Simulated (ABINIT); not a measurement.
# SrTiO3 (Tausonite): changed settings of a GW run in ABINIT

A base run on SrTiO3 (Tausonite), then changed inputs.

Program: ABINIT 10.8.3. Level of theory: PBE and many-body steps on it, plane waves. Results are calculated unless marked as measured.

### 1. Set-up

It takes space group Pm-3m (No. 221, cubic). The conventional cell has a = 3.905 Å, b = 3.905 Å, c = 3.905 Å, α = 90.00°, β = 90.00°, γ = 90.00°. Nearest to Sr lie 12 O at 2.76 Å. Nearest to Ti lie 6 O at 1.95 Å. Nearest to O lie 2 Ti at 1.95 Å and 4 Sr at 2.76 Å. Farther neighbours and most contacts between anions are not listed.

The cell and positions come from the Crystallography Open Database and are kept as given unless a step says otherwise.

### 2. Screening, 4×4×4 mesh, 197 bands, screening to 190.5 eV

This step: ABINIT 10.8.3; RPA screening on PBE, plane waves, norm-conserving pseudopotentials.

The RPA dielectric matrix is built and inverted for each q.

Contents of run.abi:

```
acell 3*1.0 Angstrom
rprim 
  3.905280000000 0.000000000000 0.000000000000
  0.000000000000 3.905280000000 0.000000000000
  0.000000000000 0.000000000000 3.905280000000
ntypat 3
znucl 38 22 8
natom 5
typat 1 2 3 3 3
xred 
  0.500000000000 0.500000000000 0.500000000000
  0.000000000000 0.000000000000 0.000000000000
  0.500000000000 0.000000000000 0.000000000000
  0.000000000000 0.500000000000 0.000000000000
  0.000000000000 0.000000000000 0.500000000000
pp_dirpath "pseudos"
pseudos "Sr.upf, Ti.upf, O.upf"
ecut 38
ngkpt 4 4 4
nshiftk 1
shiftk 0 0 0
kptopt 1
chksymbreak 0
istwfk *1
occopt 1
irdwfk 1
optdriver 3
nband 197
ecuteps 7
inclvkb 2
awtr 1
symchi 1
indata_prefix "in"
outdata_prefix "out"
tmpdata_prefix "tmp"
```

Started as:

```
OMP_NUM_THREADS=1 mpirun -n 4 abinit run.abi > log
```

Log:

```text
.Version 10.8.3 of ABINIT. v10.8.2 released Aug 2026.

 Symmetries : space group Pm -3 m (#221); Bravais cP (primitive cubic)
[... echo of the input left out ...]
== DATASET  1 ==================================================================
-   mpi_nproc: 4, omp_nthreads: 1 (-1 if OMP is not activated)

--- !DatasetInfo
iteration_state: {dtset: 1, }
dimensions: {natom: 5, nkpt: 10, mband: 197, nsppol: 1, nspinor: 1, nspden: 1, mpw: 4632, }
cutoff_energies: {ecut:  38.0, pawecutdg:  -1.0, }
electrons: {nelect:   4.00000000E+01, charge:   0.00000000E+00, occopt:   1.00000000E+00, tsmear:   1.00000000E-02, }

 SCREENING: Calculation of the susceptibility and dielectric matrices

 Based on a program developped by R.W. Godby, V. Olevano, G. Onida, and L. Reining.
 Incorporated in ABINIT by V. Olevano, G.-M. Rignanese, and M. Torrent.
.Using double precision arithmetic ; gwpc =  8

[... cell and pseudopotentials left out ...]
--------------------------------------------------------------------------------

 ==== K-mesh for the wavefunctions ====
 Number of points in the irreducible wedge :    10
[... list of points left out ...]
 Together with 48 symmetry operations and time-reversal symmetry
 yields    64 points in the full Brillouin Zone.

 ==== Q-mesh for the screening function ====
 Number of points in the irreducible wedge :    10
[... list of points left out ...]
 Together with 48 symmetry operations and time-reversal symmetry
 yields    64 points in the full Brillouin Zone.

 setmesh: FFT mesh size selected  =    30x   30x   30
          total number of points  =        27000

 vcoul_init : cutoff-mode = AUXILIARY_FUNCTION
 q-points for optical limit:   1
     1)      0.000010    0.000020    0.000030

- screening: taking advantage of time-reversal symmetry
- Maximum band index for partially occupied states nbvw = 20
- Remaining bands to be divided among processors   nbcw = 177
- Number of bands treated by each node ~44

 Number of electrons calculated from density =   40.0000; Expected =   40.0000
 average of density, n =  0.099519
 r_s =    1.3387
 omega_plasma =   30.4305 [eV]

 calculating chi0 at frequencies [eV] :
  1    0.000000E+00    0.000000E+00
  2    0.000000E+00    3.043050E+01

--------------------------------------------------------------------------------
  q-point number  1        q = ( 0.000000, 0.000000, 0.000000) [r.l.u.]
--------------------------------------------------------------------------------
[... chi0 elements left out ...]
 For q-point:  0.000010 0.000020 0.000030
  dielectric constant =   6.3915
  dielectric constant without local fields =   6.7756

  Average fulfillment of the sum rule on Im[epsilon] for q-point    1 :     75.07  [%]
[... wings left out ...]
  q-point number  2        q = ( 0.250000, 0.000000, 0.000000) [r.l.u.]
--------------------------------------------------------------------------------
[... chi0 elements left out ...]
  Average fulfillment of the sum rule on Im[epsilon] for q-point    2 :     83.03  [%]

 [... 8 further q-points ...]
```

Elapsed: 3.2 min, on 4 MPI ranks of Arm Neoverse V1, shared host; peak memory 1.6 GiB.

This step gave:

* ε∞ with local fields, on this mesh, along the program's q direction: 6.391
* the same without local fields: 6.776
* plasma frequency: 30.43 eV
* plane waves in the screening matrix: 365

Local fields lower ε∞ by 6 %. On a Γ-centred mesh this coarse the value itself is usually too large, while a short band sum pulls it down.

### 3. Base

The self-energy is evaluated for the states that the input lists, and the levels follow from it, in one-shot runs by the linearised quasiparticle equation.

This step: G0W0 on PBE, plane waves, norm-conserving pseudopotentials.

Edit run.abi of step 2 so:

```diff
@@ -26,8 +26,17 @@
 irdwfk 1
-optdriver 3
+optdriver 4
 nband 197
+gwcalctyp 0
+ecutsigx 38
+symsigma 1
+nkptgw 2
+kptgw 
+  0.5000000000 0.5000000000 0.5000000000
+  0.0000000000 0.0000000000 0.0000000000
+bdgw 
+  18 23
+  18 23
 ecuteps 7
-inclvkb 2
-awtr 1
-symchi 1
+irdscr 1
+ppmodel 1
 indata_prefix "in"
```

Log:

```text
.Version 10.8.3 of ABINIT. v10.8.2 released Aug 2026.

 Symmetries : space group Pm -3 m (#221); Bravais cP (primitive cubic)
[... echo of the input left out ...]
== DATASET  1 ==================================================================
-   mpi_nproc: 4, omp_nthreads: 1 (-1 if OMP is not activated)

--- !DatasetInfo
iteration_state: {dtset: 1, }
dimensions: {natom: 5, nkpt: 10, mband: 197, nsppol: 1, nspinor: 1, nspden: 1, mpw: 4632, }
cutoff_energies: {ecut:  38.0, pawecutdg:  -1.0, }
electrons: {nelect:   4.00000000E+01, charge:   0.00000000E+00, occopt:   1.00000000E+00, tsmear:   1.00000000E-02, }

 SIGMA: Calculation of the GW corrections

 Based on a program developped by R.W. Godby, V. Olevano, G. Onida, and L. Reining.
 Incorporated in ABINIT by V. Olevano, G.-M. Rignanese, and M. Torrent.
.Using double precision arithmetic ; gwpc =  8

[... cell and pseudopotentials left out ...]
--------------------------------------------------------------------------------

 ==== K-mesh for the wavefunctions ====
 Number of points in the irreducible wedge :    10
[... list of points left out ...]
 Together with 48 symmetry operations and time-reversal symmetry
 yields    64 points in the full Brillouin Zone.

 ==== Q-mesh for screening function ====
 Number of points in the irreducible wedge :    10
[... list of points left out ...]
 Together with 48 symmetry operations and time-reversal symmetry
 yields    64 points in the full Brillouin Zone.

 vcoul_init : cutoff-mode = AUXILIARY_FUNCTION
 q-points for optical limit:   1
     1)      0.000010    0.000020    0.000030
 setmesh: FFT mesh size selected  =    45x   45x   45
          total number of points  =        91125

 Number of electrons calculated from density =   40.0000; Expected =   40.0000
 average of density, n =  0.099519
 r_s =    1.3387
 omega_plasma =   30.4305 [eV]

 === KS Band Gaps ===
  >>>> For spin  1
   Minimum direct gap =   2.2628 [eV], located at k-point      :   0.0000  0.0000  0.0000
   Fundamental gap    =   1.9077 [eV], Top of valence bands at :   0.5000  0.5000  0.5000
                                       Bottom of conduction at :   0.0000  0.0000  0.0000
 SIGMA fundamental parameters:
 PLASMON POLE MODEL  1
 number of plane-waves for SigmaX                 4457
 number of plane-waves for SigmaC and W            365
 number of plane-waves for wavefunctions          4457
 number of bands                                   197
 number of independent spin polarizations            1
 number of spinorial components                      1
 number of k-points in IBZ                          10
 number of q-points in IBZ                          10
 number of symmetry operations                      48
 number of k-points in BZ                           64
 number of q-points in BZ                           64
 number of frequencies for dSigma/dE                 9
 frequency step for dSigma/dE [eV]                0.25
 number of omega for Sigma on real axis              0
 max omega for Sigma on real axis  [eV]           0.00
 zcut for avoiding poles [eV]                     0.10

 EPSILON^-1 parameters (SCR file):
 dimension of the eps^-1 matrix on file            365
 dimension of the eps^-1 matrix used               365
 number of plane-waves for wavefunctions          4457
 number of bands                                   197
 number of q-points in IBZ                          10
 number of frequencies                               2
 number of real frequencies                          1
 number of imag frequencies                          1

 matrix elements of self-energy operator (all in [eV])

 Perturbative Calculation

--- !SelfEnergy_ee
iteration_state: {dtset: 1, }
kpoint     : [   0.500,    0.500,    0.500, ]
spin       : 1
KS_gap     :    4.517
QP_gap     :    6.363
Delta_QP_KS:    1.846
data: !SigmaeeData |
     Band     E0 <VxcDFT>   SigX SigC(E0)      Z dSigC/dE  Sig(E)    E-E0       E
       18   6.925 -20.195 -25.189   4.746   0.767  -0.305 -20.384  -0.190   6.736
       19   6.925 -20.195 -25.189   4.746   0.767  -0.305 -20.384  -0.190   6.736
       20   6.925 -20.195 -25.189   4.746   0.767  -0.305 -20.384  -0.190   6.736
       21  11.442 -21.983 -12.959  -6.731   0.722  -0.385 -20.327   1.656  13.098
       22  11.442 -21.983 -12.959  -6.731   0.722  -0.385 -20.327   1.656  13.098
       23  11.442 -21.983 -12.959  -6.731   0.722  -0.385 -20.327   1.656  13.098

--- !SelfEnergy_ee
iteration_state: {dtset: 1, }
kpoint     : [   0.000,    0.000,    0.000, ]
spin       : 1
KS_gap     :    2.263
QP_gap     :    3.853
Delta_QP_KS:    1.590
data: !SigmaeeData |
     Band     E0 <VxcDFT>   SigX SigC(E0)      Z dSigC/dE  Sig(E)    E-E0       E
[...]
21   8.833 -18.883 -11.450  -5.663   0.781  -0.281 -17.500   1.382  10.215
       22   8.833 -18.883 -11.450  -5.663   0.781  -0.281 -17.500   1.382  10.215
       23   8.833 -18.883 -11.450  -5.663   0.781  -0.281 -17.500   1.382  10.215

== END DATASET(S) ==============================================================
================================================================================

 -outvars: echo values of variables after computation  --------
           etotal      0.0000000000E+00
            nband         197
             nkpt          10
          spgroup         221
 [... the other variables as echoed above ...]

 Calculation completed.
```

Run time: 42 s. Hardware: 4 MPI ranks; peak memory 1.7 GiB.

This step gave:

```
G0W0 gap on the points computed              : 3.479 eV
starting gap on the mesh                     : 1.908 eV
k of the valence top                         : 0.5, 0.5, 0.5
k of the conduction bottom                   : 0, 0, 0
Z at the valence top                         : 0.767
Z at the conduction bottom                   : 0.781
least direct G0W0 gap on the computed points : 3.852 eV
```

The gap on the mesh goes from 1.91 eV to 3.48 eV, a correction of +1.57 eV.

### 4. Coulomb singularity

Edit run.abi of step 3 so:

```diff
@@ -41,2 +41,3 @@
 ppmodel 1
+gw_icutcoul 7
 indata_prefix "in"
```

Log:

```text
.Version 10.8.3 of ABINIT. v10.8.2 released Aug 2026.

 Symmetries : space group Pm -3 m (#221); Bravais cP (primitive cubic)
[... echo of the input left out ...]
== DATASET  1 ==================================================================
-   mpi_nproc: 4, omp_nthreads: 1 (-1 if OMP is not activated)

--- !DatasetInfo
iteration_state: {dtset: 1, }
dimensions: {natom: 5, nkpt: 10, mband: 197, nsppol: 1, nspinor: 1, nspden: 1, mpw: 4632, }
cutoff_energies: {ecut:  38.0, pawecutdg:  -1.0, }
electrons: {nelect:   4.00000000E+01, charge:   0.00000000E+00, occopt:   1.00000000E+00, tsmear:   1.00000000E-02, }

 SIGMA: Calculation of the GW corrections

 Based on a program developped by R.W. Godby, V. Olevano, G. Onida, and L. Reining.
 Incorporated in ABINIT by V. Olevano, G.-M. Rignanese, and M. Torrent.
.Using double precision arithmetic ; gwpc =  8

[... cell and pseudopotentials left out ...]
--------------------------------------------------------------------------------

 ==== K-mesh for the wavefunctions ====
 Number of points in the irreducible wedge :    10
[... list of points left out ...]
 Together with 48 symmetry operations and time-reversal symmetry
 yields    64 points in the full Brillouin Zone.

 ==== Q-mesh for screening function ====
 Number of points in the irreducible wedge :    10
[... list of points left out ...]
 Together with 48 symmetry operations and time-reversal symmetry
 yields    64 points in the full Brillouin Zone.

 vcoul_init : cutoff-mode = AUX_GB
 q-points for optical limit:   1
     1)      0.000010    0.000020    0.000030
 setmesh: FFT mesh size selected  =    45x   45x   45
          total number of points  =        91125

 Number of electrons calculated from density =   40.0000; Expected =   40.0000
[...]
number of omega for Sigma on real axis              0
 max omega for Sigma on real axis  [eV]           0.00
 zcut for avoiding poles [eV]                     0.10

 EPSILON^-1 parameters (SCR file):
 dimension of the eps^-1 matrix on file            365
 dimension of the eps^-1 matrix used               365
 number of plane-waves for wavefunctions          4457
 number of bands                                   197
 number of q-points in IBZ                          10
 number of frequencies                               2
 number of real frequencies                          1
 number of imag frequencies                          1

 matrix elements of self-energy operator (all in [eV])

 Perturbative Calculation

--- !SelfEnergy_ee
iteration_state: {dtset: 1, }
kpoint     : [   0.500,    0.500,    0.500, ]
spin       : 1
KS_gap     :    4.517
QP_gap     :    6.364
Delta_QP_KS:    1.847
data: !SigmaeeData |
     Band     E0 <VxcDFT>   SigX SigC(E0)      Z dSigC/dE  Sig(E)    E-E0       E
       18   6.925 -20.195 -25.200   4.751   0.766  -0.305 -20.389  -0.195   6.731
       19   6.925 -20.195 -25.200   4.751   0.766  -0.305 -20.389  -0.195   6.731
       20   6.925 -20.195 -25.200   4.751   0.766  -0.305 -20.389  -0.195   6.731
[...]
--- !SelfEnergy_ee
iteration_state: {dtset: 1, }
kpoint     : [   0.000,    0.000,    0.000, ]
spin       : 1
KS_gap     :    2.263
QP_gap     :    3.854
Delta_QP_KS:    1.591
data: !SigmaeeData |
     Band     E0 <VxcDFT>   SigX SigC(E0)      Z dSigC/dE  Sig(E)    E-E0       E
[...]
22   8.833 -18.883 -11.450  -5.667   0.781  -0.281 -17.504   1.379  10.211
       23   8.833 -18.883 -11.450  -5.667   0.781  -0.281 -17.504   1.379  10.211

== END DATASET(S) ==============================================================
================================================================================

 -outvars: echo values of variables after computation  --------
           etotal      0.0000000000E+00
            nband         197
             nkpt          10
          spgroup         221
 [... the other variables as echoed above ...]

 Calculation completed.
```

The job ended after 42 s (4 MPI ranks; peak memory 1.7 GiB; 2.8 min of CPU time).

This step gave:

```yaml
g0w0_gap_on_the_points_computed: 3.480 eV
starting_gap_on_the_mesh: 1.908 eV
k_of_the_valence_top: 0.5, 0.5, 0.5
k_of_the_conduction_bottom: 0, 0, 0
z_at_the_valence_top: 0.766
z_at_the_conduction_bottom: 0.781
least_direct_g0w0_gap_on_the_computed_points: 3.853 eV
```

Against G0W0 in ABINIT (4×4×4 mesh, 197 bands, screening to 190.5 eV, Godby-Needs plasmon pole), the gap moves by +0.001 eV.

### 5. Side by side

Times are wall times on 4 MPI ranks of Arm Neoverse V1, shared host, good to a factor of about two. A run's time includes the screening step that it read.

| run | mesh | bands | screening cutoff (eV) | DFT gap (eV) | gap on the mesh (eV) | direct (eV) | ε∞ used | time |
| --- | --- | --- | --- | --- | --- | --- | --- | --- |
| base | 4×4×4 | 197 | 190.5 | 1.908 | 3.479 | 3.852 | 6.39 | 3.9 min |
| Coulomb singularity | 4×4×4 | 197 | 190.5 | 1.908 | 3.480 | 3.853 | 6.39 | 3.9 min |

### 6. Summary of results

* base: 3.479 eV
* Coulomb singularity: 3.480 eV
* known limits: not at the basis limit; no spin-orbit coupling; coarse k mesh

Coulomb singularity: +0.001 eV against base (keys changed: gw_icutcoul). Bands and cutoff are finite, so the gap is not at the basis limit. The miss can reach some tenths of an eV and take either sign; the mesh is an error of its own. In the first G0W0 run levels were corrected at 2 k points alone, so a gap called «on the mesh» is the least over those, and an edge elsewhere would be missed. The 4×4×4 mesh is coarse for this cell, which bears on the long-range parts of exchange and screening. This is the ideal cubic cell; many perovskites, halides above all, are cubic only on average, and local tilts or off-centring can widen the gap. The many-body steps are scalar-relativistic: spin-orbit coupling is not in them.

[Paths, hosts, dates, memory and timing lines, banners, echoed tables and standing remarks are left out of the program output.]

[Logs are printed without paths, hosts, clocks, repeated set-up lines and the standing remarks that a program may print on its own settings, such as how far it seeks lower states.]

[Runs of the session that timed out or met a known fault of the program may be left out.]

[No measured gap is set beside runs whose start may be inverted or whose files or cutoffs have a known fault.]

[Hosts, paths, dates, database ids (printed as entryN), source tags and the programs' standing remarks are cut or masked in the printed files.]

[G0W0 gaps are taken among the corrected bands and points alone; a level outside them can change the order at an edge.]

[Where Ansatz stands beside ABINIT at settings called matched, ABINIT's density can come from a denser mesh and the files from another edition; pairs whose starting gaps differed by over 0.03 eV were left out, so agreement reads better than it is.]
